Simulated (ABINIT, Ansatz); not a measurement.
# PNO (Cc): G0W0 with ABINIT, start to end, part 2 of 3

Wanted: ground state, empty states, screening and self-energy for PNO (Cc).

ABINIT 10.8.3; LDA and many-body steps on it, plane waves. Known limits of the many-body steps: not at the basis limit; coarse k mesh.

So far. Step 2 (Ground state): The gap is indirect, with the least direct gap 0.54 eV higher.

**3. Bands along the symmetry lines**

Level of this step: DFT, LDA, plane waves, norm-conserving pseudopotentials (ABINIT).

The cheap functional maps the bands first; the places of the edges decide which points the dearer methods must see.

Contents of run.abi:

```
acell 3*1.0 Angstrom
rprim 
  3.278002254000 -3.286113380400 0.000000000000
  3.278002254000 3.286113380400 0.000000000000
  -3.028551860300 0.000000000000 3.488865954800
ntypat 3
znucl 15 7 8
natom 6
typat 1 1 2 2 3 3
xred 
  0.730409600000 0.010313920000 0.000167090000
  0.010313920000 0.730409600000 0.500167090000
  0.742864730000 0.382544620000 0.249632690000
  0.382544620000 0.742864730000 0.749632690000
  0.883089610000 0.000777520000 0.750200220000
  0.000777520000 0.883089610000 0.250200220000
pp_dirpath "pseudos"
pseudos "P.upf, N.upf, O.upf"
ecut 36
iscf -2
irdden 1
kptopt 0
nkpt 59
kpt 
  0.00000000 0.00000000 0.00000000
  0.00000000 0.00000000 -0.06250000
  0.00000000 0.00000000 -0.12500000
  0.00000000 0.00000000 -0.18750000
  0.00000000 0.00000000 -0.25000000
  0.00000000 0.00000000 -0.31250000
  0.00000000 0.00000000 -0.37500000
  0.00000000 0.00000000 -0.43750000
  0.00000000 0.00000000 -0.50000000
  -0.03509198 0.03509198 -0.50000000
  -0.07018397 0.07018397 -0.50000000
  -0.10527595 0.10527595 -0.50000000
  -0.14036793 0.14036793 -0.50000000
  -0.17545992 0.17545992 -0.50000000
  -0.21055190 0.21055190 -0.50000000
  -0.24564389 0.24564389 -0.50000000
  -0.28073587 0.28073587 -0.50000000
  0.28073587 0.71926413 -0.50000000
  0.30814389 0.69185611 -0.50000000
  0.33555190 0.66444810 -0.50000000
  0.36295992 0.63704008 -0.50000000
  0.39036793 0.60963207 -0.50000000
  0.41777595 0.58222405 -0.50000000
  0.44518397 0.55481603 -0.50000000
  0.47259198 0.52740802 -0.50000000
  0.50000000 0.50000000 -0.50000000
  0.43750000 0.43750000 -0.43750000
  0.37500000 0.37500000 -0.37500000
  0.31250000 0.31250000 -0.31250000
  0.25000000 0.25000000 -0.25000000
  0.18750000 0.18750000 -0.18750000
  0.12500000 0.12500000 -0.12500000
  0.06250000 0.06250000 -0.06250000
  0.00000000 0.00000000 0.00000000
  -0.06250000 0.06250000 0.00000000
  -0.12500000 0.12500000 0.00000000
  -0.18750000 0.18750000 0.00000000
  -0.25000000 0.25000000 0.00000000
  -0.31250000 0.31250000 0.00000000
  -0.37500000 0.37500000 0.00000000
  -0.43750000 0.43750000 0.00000000
  -0.50000000 0.50000000 0.00000000
  0.00000000 0.50000000 -0.50000000
  0.00000000 0.43750000 -0.43750000
  0.00000000 0.37500000 -0.37500000
  0.00000000 0.31250000 -0.31250000
  0.00000000 0.25000000 -0.25000000
  0.00000000 0.18750000 -0.18750000
  0.00000000 0.12500000 -0.12500000
  0.00000000 0.06250000 -0.06250000
  0.00000000 0.00000000 0.00000000
  0.00000000 0.06250000 0.00000000
  0.00000000 0.12500000 0.00000000
  0.00000000 0.18750000 0.00000000
  0.00000000 0.25000000 0.00000000
  0.00000000 0.31250000 0.00000000
  0.00000000 0.37500000 0.00000000
  0.00000000 0.43750000 0.00000000
  -0.00000000 0.50000000 0.00000000
istwfk *1
nband 23
nbdbuf 2
tolwfr 1e-08
nstep 40
prtwf 0
prtvol 0
indata_prefix "in"
outdata_prefix "out"
tmpdata_prefix "tmp"
```

Started as:

```sh
$ OMP_NUM_THREADS=1 mpirun -n 4 abinit run.abi > log
```

Numbers of over 12 decimals in the logs are rounded to 6 here.

The log of the run:

```text
.Version 10.8.3 of ABINIT. v10.8.2 released Aug 2026.

 Symmetries : space group Cc (#  9); Bravais mC (1-face-center monocl.)
[... echo of the input left out ...]
== DATASET  1 ==================================================================
-   mpi_nproc: 4, omp_nthreads: 1 (-1 if OMP is not activated)

--- !DatasetInfo
iteration_state: {dtset: 1, }
dimensions: {natom: 6, nkpt: 59, mband: 23, nsppol: 1, nspinor: 1, nspden: 1, mpw: 5260, }
cutoff_energies: {ecut:  36.0, pawecutdg:  -1.0, }
electrons: {nelect:   3.20000000E+01, charge:   0.00000000E+00, occopt:   1.00000000E+00, tsmear:   1.00000000E-02, }

 Real(R)+Recip(G) space primitive vectors, cartesian coordinates (Bohr,Bohr^-1):
 R(1)=  6.1945265 -6.2098543  0.0000000  G(1)=  0.0807164 -0.0805172  0.0700669
 R(2)=  6.1945265  6.2098543  0.0000000  G(2)=  0.0807164  0.0805172  0.0700669
 R(3)= -5.7231336  0.0000000  6.5930011  G(3)=  0.0000000  0.0000000  0.1516760
 Unit cell volume ucvol=  5.0722736E+02 bohr^3
 Angles (23,13,12)=  1.17578149E+02  1.17578149E+02  9.01415981E+01 degrees

 getcut: wavevector=  0.0000  0.0000  0.0000  ngfft=  48  48  48
         ecut(hartree)=     36.000   => boxcut(ratio)=   2.02615

--- Pseudopotential description ------------------------------------------------
- P Generated using ONCVPSP code by D. R. Hamann
- 15.00000   5.00000  180309                  znucl, zion, pspdat
12 -1012 2 -1 1298                            pspcod,pspxc,lmax,lloc,mmax
     nproj     2     2     2
  pspatm : epsatm=    7.03163270
         --- l  ekb(1:nproj) -->
             0    6.795192    1.078292
             1    3.452929    0.907117
             2   -3.024864   -0.802189
 pspatm: atomic psp has been read  and splines computed

- N Generated using ONCVPSP code by D. R. Hamann
-  7.00000   5.00000  180309                  znucl, zion, pspdat
12 -1012 1 -1 1058                            pspcod,pspxc,lmax,lloc,mmax
     nproj     2     2     0
  pspatm : epsatm=    5.30777321
         --- l  ekb(1:nproj) -->
[...]
pspatm: atomic psp has been read  and splines computed

- O Generated using ONCVPSP code by D. R. Hamann
-  8.00000   6.00000  201201                  znucl, zion, pspdat
12 -1012 2 -1 926                             pspcod,pspxc,lmax,lloc,mmax
     nproj     2     2     1
  pspatm : epsatm=    6.27558587
         --- l  ekb(1:nproj) -->
[...]
2   -1.033686
 pspatm: atomic psp has been read  and splines computed

--------------------------------------------------------------------------------

================================================================================
 prteigrs : about to open file out_EIG
 Non-SCF case, kpt    1 (  0.00000  0.00000  0.00000), residuals and eigenvalues=
  5.34E-09  5.03E-09  4.66E-09  5.36E-09  9.39E-09  7.48E-09  7.07E-09  4.23E-09
[...]
3.0062E-03  9.1239E-03  2.9360E-02  3.9925E-02  3.0556E-01  3.1907E-01
  3.5099E-01  3.6848E-01  3.7790E-01  4.1152E-01  4.2476E-01

--- !ResultsGS
iteration_state: {dtset: 1, }
comment   : Summary of ground state results
lattice_vectors:
- [  6.1945265,  -6.2098543,   0.0000000, ]
- [  6.1945265,   6.2098543,   0.0000000, ]
- [ -5.7231336,   0.0000000,   6.5930011, ]
lattice_lengths: [   8.77123,    8.77123,    8.73052, ]
lattice_angles: [117.578, 117.578,  90.142, ] # degrees, (23, 13, 12)
lattice_volume:   5.0722736E+02
convergence: {deltae:  0.000E+00, res2:  0.000E+00, residm:  9.987E-09, diffor:  0.000E+00, }
etotal    :  -6.77672323E+01
entropy   :   0.00000000E+00
fermie    :   7.34964566E-02
cartesian_stress_tensor: null
pressure_GPa: null
xred      :
- [  7.3041E-01,   1.0314E-02,   1.6709E-04,  P]
- [  1.0314E-02,   7.3041E-01,   5.0017E-01,  P]
- [  7.4286E-01,   3.8254E-01,   2.4963E-01,  N]
- [  3.8254E-01,   7.4286E-01,   7.4963E-01,  N]
- [  8.8309E-01,   7.7752E-04,   7.5020E-01,  O]
- [  7.7752E-04,   8.8309E-01,   2.5020E-01,  O]
cartesian_forces: null
force_length_stats: {min: null, max: null, mean: null, }

 Integrated electronic density in atomic spheres:
 ------------------------------------------------
 Atom  Sphere_radius  Integrated_density
[...]
================================================================================

 ----iterations are completed or convergence reached----

 Mean square residual over all n,k,spin=   58.393E-10; max=  99.872E-10
 reduced coordinates (array xred) for    6 atoms
[...]
0.883089610000      0.000777520000      0.750200220000
       0.000777520000      0.883089610000      0.250200220000

 cartesian coordinates (angstrom) at end:
    1      2.427587    -2.366316     0.000582955
    2      0.913311     2.366316     1.745016
    3      2.933069    -1.184053     0.870935
    4      1.418793     1.184053     2.615368
    5      0.625298    -2.899378     2.617348
    6      2.139574     2.899378     0.872915
 length scales=  1.889726125908  1.889726125908  1.889726125908 bohr
              =  1.000000000000  1.000000000000  1.000000000000 angstroms
 prteigrs : about to open file out_EIG
 Eigenvalues (hartree) for nkpt=  59  k points:
 kpt#   1, nband= 23, wtk=  1.00000, kpt=  0.0000  0.0000  0.0000 (reduced coord)
[...]
kpt#   2, nband= 23, wtk=  1.00000, kpt=  0.0000  0.0000 -0.0625 (reduced coord)
[...]
kpt#   3, nband= 23, wtk=  1.00000, kpt=  0.0000  0.0000 -0.1250 (reduced coord)
[...]
kpt#  58, nband= 23, wtk=  1.00000, kpt=  0.0000  0.4375  0.0000 (reduced coord)
[...]
0.30249    0.31824    0.34992    0.36500    0.38123    0.41262    0.42891
 kpt#  59, nband= 23, wtk=  1.00000, kpt=  0.0000  0.5000  0.0000 (reduced coord)
  -0.73624   -0.64953   -0.54630   -0.49883   -0.36482   -0.25065   -0.23066   -0.21234
  -0.11694   -0.08800   -0.06999   -0.03769    0.00301    0.00912    0.02936    0.03992
   0.30556    0.31907    0.35099    0.36848    0.37790    0.41152    0.42476

== END DATASET(S) ==============================================================
================================================================================

 -outvars: echo values of variables after computation  --------
            nband          23
             nkpt          59
          spgroup           9
 [... the other variables as echoed above ...]

 Calculation completed.
```

It took 63 s on 4 MPI ranks of Arm Neoverse N1, shared host; peak memory 0.38 GiB; 4.2 min of CPU time.

Numbers from this step:

- gap: 5.021 eV
- k of the valence top: -0.5, 0.5, 0
- k of the conduction bottom: 0, 0, 0
- least direct gap: 5.560 eV

The gap is 5.021 eV, as in the run before at this level.

The electronic bands at the labelled points (eV, zero at the top of the highest filled band):

| point | band 13 | band 14 | band 15 | band 16 | band 17 | band 18 | band 19 | band 20 |
| --- | --- | --- | --- | --- | --- | --- | --- | --- |
| Γ | -1.97 | -1.84 | -0.59 | -0.54 | 5.02 | 5.45 | 7.48 | 8.26 |
| halfway | -2.13 | -1.90 | -0.81 | -0.70 | 5.85 | 6.64 | 7.26 | 8.13 |
| A | -2.08 | -2.08 | -0.89 | -0.89 | 7.01 | 7.01 | 8.21 | 8.21 |
| halfway | -1.92 | -1.92 | -0.94 | -0.94 | 6.78 | 6.78 | 8.18 | 8.18 |
| I2 | -1.59 | -1.59 | -1.01 | -1.01 | 6.50 | 6.50 | 7.96 | 7.96 |
| jump to I | -1.59 | -1.59 | -1.01 | -1.01 | 6.50 | 6.50 | 7.96 | 7.96 |
| halfway | -1.43 | -1.43 | -0.98 | -0.98 | 6.43 | 6.43 | 7.75 | 7.75 |
| M2 | -1.39 | -1.39 | -0.95 | -0.95 | 6.42 | 6.42 | 7.68 | 7.68 |
| halfway | -1.92 | -1.65 | -0.69 | -0.67 | 5.66 | 6.28 | 7.06 | 8.18 |
| Γ | -1.97 | -1.84 | -0.59 | -0.54 | 5.02 | 5.45 | 7.48 | 8.26 |
| halfway | -2.50 | -1.92 | -0.61 | -0.28 | 5.39 | 6.58 | 7.26 | 7.87 |
| Y | -2.46 | -2.13 | -0.61 | 0.00 | 5.74 | 7.00 | 7.35 | 8.34 |
| jump to L2 | -2.70 | -1.41 | -0.78 | -0.21 | 5.72 | 6.88 | 7.67 | 8.58 |
| halfway | -2.40 | -1.64 | -0.69 | -0.36 | 5.39 | 6.48 | 7.25 | 8.06 |
| Γ | -1.97 | -1.84 | -0.59 | -0.54 | 5.02 | 5.45 | 7.48 | 8.26 |
| halfway | -2.07 | -1.79 | -0.87 | -0.65 | 5.60 | 6.18 | 6.96 | 8.17 |
| V2 | -1.92 | -1.75 | -1.20 | -0.91 | 6.31 | 6.68 | 7.55 | 8.03 |

**4. Empty states on the mesh, 2×2×4 mesh, 56 bands**

The sums over transitions need many empty states on a uniform mesh; this step solves for them.

Contents of run.abi:

```
acell 3*1.0 Angstrom
rprim 
  3.278002254000 -3.286113380400 0.000000000000
  3.278002254000 3.286113380400 0.000000000000
  -3.028551860300 0.000000000000 3.488865954800
ntypat 3
znucl 15 7 8
natom 6
typat 1 1 2 2 3 3
xred 
  0.730409600000 0.010313920000 0.000167090000
  0.010313920000 0.730409600000 0.500167090000
  0.742864730000 0.382544620000 0.249632690000
  0.382544620000 0.742864730000 0.749632690000
  0.883089610000 0.000777520000 0.750200220000
  0.000777520000 0.883089610000 0.250200220000
pp_dirpath "pseudos"
pseudos "P.upf, N.upf, O.upf"
ecut 36
ngkpt 2 2 4
nshiftk 1
shiftk 0 0 0
kptopt 1
chksymbreak 0
iscf -2
irdden 1
istwfk *1
nband 56
nbdbuf 4
tolwfr 1e-09
nstep 60
prtvol 0
indata_prefix "in"
outdata_prefix "out"
tmpdata_prefix "tmp"
```

The log of the run:

```text
.Version 10.8.3 of ABINIT. v10.8.2 released Aug 2026.

 Symmetries : space group Cc (#  9); Bravais mC (1-face-center monocl.)
[... echo of the input left out ...]
== DATASET  1 ==================================================================
-   mpi_nproc: 4, omp_nthreads: 1 (-1 if OMP is not activated)

--- !DatasetInfo
iteration_state: {dtset: 1, }
dimensions: {natom: 6, nkpt: 9, mband: 56, nsppol: 1, nspinor: 1, nspden: 1, mpw: 5252, }
cutoff_energies: {ecut:  36.0, pawecutdg:  -1.0, }
electrons: {nelect:   3.20000000E+01, charge:   0.00000000E+00, occopt:   1.00000000E+00, tsmear:   1.00000000E-02, }

 Real(R)+Recip(G) space primitive vectors, cartesian coordinates (Bohr,Bohr^-1):
 R(1)=  6.1945265 -6.2098543  0.0000000  G(1)=  0.0807164 -0.0805172  0.0700669
 R(2)=  6.1945265  6.2098543  0.0000000  G(2)=  0.0807164  0.0805172  0.0700669
 R(3)= -5.7231336  0.0000000  6.5930011  G(3)=  0.0000000  0.0000000  0.1516760
 Unit cell volume ucvol=  5.0722736E+02 bohr^3
 Angles (23,13,12)=  1.17578149E+02  1.17578149E+02  9.01415981E+01 degrees

 getcut: wavevector=  0.0000  0.0000  0.0000  ngfft=  48  48  48
         ecut(hartree)=     36.000   => boxcut(ratio)=   2.02615

--- Pseudopotential description ------------------------------------------------
- P Generated using ONCVPSP code by D. R. Hamann
- 15.00000   5.00000  180309                  znucl, zion, pspdat
12 -1012 2 -1 1298                            pspcod,pspxc,lmax,lloc,mmax
     nproj     2     2     2
  pspatm : epsatm=    7.03163270
         --- l  ekb(1:nproj) -->
             0    6.795192    1.078292
             1    3.452929    0.907117
             2   -3.024864   -0.802189
 pspatm: atomic psp has been read  and splines computed

- N Generated using ONCVPSP code by D. R. Hamann
-  7.00000   5.00000  180309                  znucl, zion, pspdat
12 -1012 1 -1 1058                            pspcod,pspxc,lmax,lloc,mmax
     nproj     2     2     0
  pspatm : epsatm=    5.30777321
         --- l  ekb(1:nproj) -->
[...]
pspatm: atomic psp has been read  and splines computed

- O Generated using ONCVPSP code by D. R. Hamann
-  8.00000   6.00000  201201                  znucl, zion, pspdat
12 -1012 2 -1 926                             pspcod,pspxc,lmax,lloc,mmax
     nproj     2     2     1
  pspatm : epsatm=    6.27558587
         --- l  ekb(1:nproj) -->
[...]
2   -1.033686
 pspatm: atomic psp has been read  and splines computed

--------------------------------------------------------------------------------

================================================================================
 prteigrs : about to open file out_EIG
 Non-SCF case, kpt    1 (  0.00000  0.00000  0.00000), residuals and eigenvalues=
  2.00E-10  5.18E-10  4.00E-10  2.09E-10  4.38E-10  2.47E-10  2.75E-10  2.52E-10
  2.50E-10  4.38E-10  8.06E-10  1.45E-10  1.56E-10  1.73E-10  7.87E-10  4.10E-10
  3.32E-10  1.74E-10  9.10E-10  7.40E-10  8.02E-10  1.61E-10  1.69E-10  3.27E-10
[...]
-7.4320E-01 -6.4812E-01 -5.2158E-01 -4.6041E-01 -4.3847E-01 -2.5704E-01
 -2.4169E-01 -2.1458E-01 -1.0663E-01 -7.6958E-02 -5.3180E-02 -3.7729E-02
  1.2442E-03  5.6982E-03  5.1725E-02  5.3701E-02  2.5803E-01  2.7369E-01
[...]
9.7949E-01  1.0022E+00  1.0383E+00  1.0875E+00  1.0975E+00  1.1108E+00
  1.1157E+00  1.1469E+00  1.1537E+00  1.1600E+00  1.1804E+00  1.2002E+00
  1.2103E+00  1.2747E+00
 prteigrs : prtvol=0 or 1, do not print more k-points.

--- !ResultsGS
iteration_state: {dtset: 1, }
comment   : Summary of ground state results
lattice_vectors:
- [  6.1945265,  -6.2098543,   0.0000000, ]
- [  6.1945265,   6.2098543,   0.0000000, ]
- [ -5.7231336,   0.0000000,   6.5930011, ]
lattice_lengths: [   8.77123,    8.77123,    8.73052, ]
lattice_angles: [117.578, 117.578,  90.142, ] # degrees, (23, 13, 12)
lattice_volume:   5.0722736E+02
convergence: {deltae:  0.000E+00, res2:  0.000E+00, residm:  9.958E-10, diffor:  0.000E+00, }
etotal    :  -6.77672323E+01
entropy   :   0.00000000E+00
fermie    :   7.34964566E-02
cartesian_stress_tensor: null
pressure_GPa: null
xred      :
- [  7.3041E-01,   1.0314E-02,   1.6709E-04,  P]
- [  1.0314E-02,   7.3041E-01,   5.0017E-01,  P]
- [  7.4286E-01,   3.8254E-01,   2.4963E-01,  N]
- [  3.8254E-01,   7.4286E-01,   7.4963E-01,  N]
- [  8.8309E-01,   7.7752E-04,   7.5020E-01,  O]
- [  7.7752E-04,   8.8309E-01,   2.5020E-01,  O]
cartesian_forces: null
force_length_stats: {min: null, max: null, mean: null, }

 Integrated electronic density in atomic spheres:
 ------------------------------------------------
 Atom  Sphere_radius  Integrated_density
[...]
================================================================================

 ----iterations are completed or convergence reached----

 Mean square residual over all n,k,spin=   53.509E-11; max=  99.578E-11
 reduced coordinates (array xred) for    6 atoms
[...]
0.883089610000      0.000777520000      0.750200220000
       0.000777520000      0.883089610000      0.250200220000

 cartesian coordinates (angstrom) at end:
    1      2.427587    -2.366316     0.000582955
    2      0.913311     2.366316     1.745016
    3      2.933069    -1.184053     0.870935
    4      1.418793     1.184053     2.615368
    5      0.625298    -2.899378     2.617348
    6      2.139574     2.899378     0.872915
 length scales=  1.889726125908  1.889726125908  1.889726125908 bohr
              =  1.000000000000  1.000000000000  1.000000000000 angstroms
 prteigrs : about to open file out_EIG
 Eigenvalues (hartree) for nkpt=   9  k points:
 kpt#   1, nband= 56, wtk=  0.06250, kpt=  0.0000  0.0000  0.0000 (reduced coord)
[...]
0.96273    0.96636    0.97949    1.00223    1.03826    1.08752    1.09755    1.11079
   1.11568    1.14693    1.15366    1.15997    1.18039    1.20020    1.21026    1.27472
 prteigrs : prtvol=0 or 1, do not print more k-points.

== END DATASET(S) ==============================================================
================================================================================

 -outvars: echo values of variables after computation  --------
            nband          56
             nkpt           9
          spgroup           9
 [... the other variables as echoed above ...]

 Calculation completed.
```

Elapsed: 37 s, on 4 MPI ranks; peak memory 0.31 GiB; 2.5 min of CPU time.

Numbers from this step:

- gap: 5.021 eV
- k of the valence top: 0.5, 0.5, 0
- k of the conduction bottom: 0, 0, 0
- least direct gap: 5.560 eV
- k points computed: 9
- lowest point of the top converged band, above the valence top: 29.56 eV

On this mesh the gap is 5.021 eV.

(Part 2 of 3 ends here.)

[Paths, hosts, dates, memory and timing lines, banners, echoed tables and standing remarks are left out of the program output.]

[Logs are printed without paths, hosts, clocks, repeated set-up lines and the standing remarks that a program may print on its own settings, such as how far it seeks lower states.]

[Runs of the session that timed out or met a known fault of the program may be left out.]

[Hosts, paths, dates, database ids (printed as entryN), source tags and the programs' standing remarks are cut or masked in the printed files.]

[G0W0 gaps are taken among the corrected bands and points alone; a level outside them can change the order at an edge.]

[Where Ansatz stands beside ABINIT at settings called matched, ABINIT's density can come from a denser mesh and the files from another edition; pairs whose starting gaps differed by over 0.03 eV were left out, so agreement reads better than it is.]
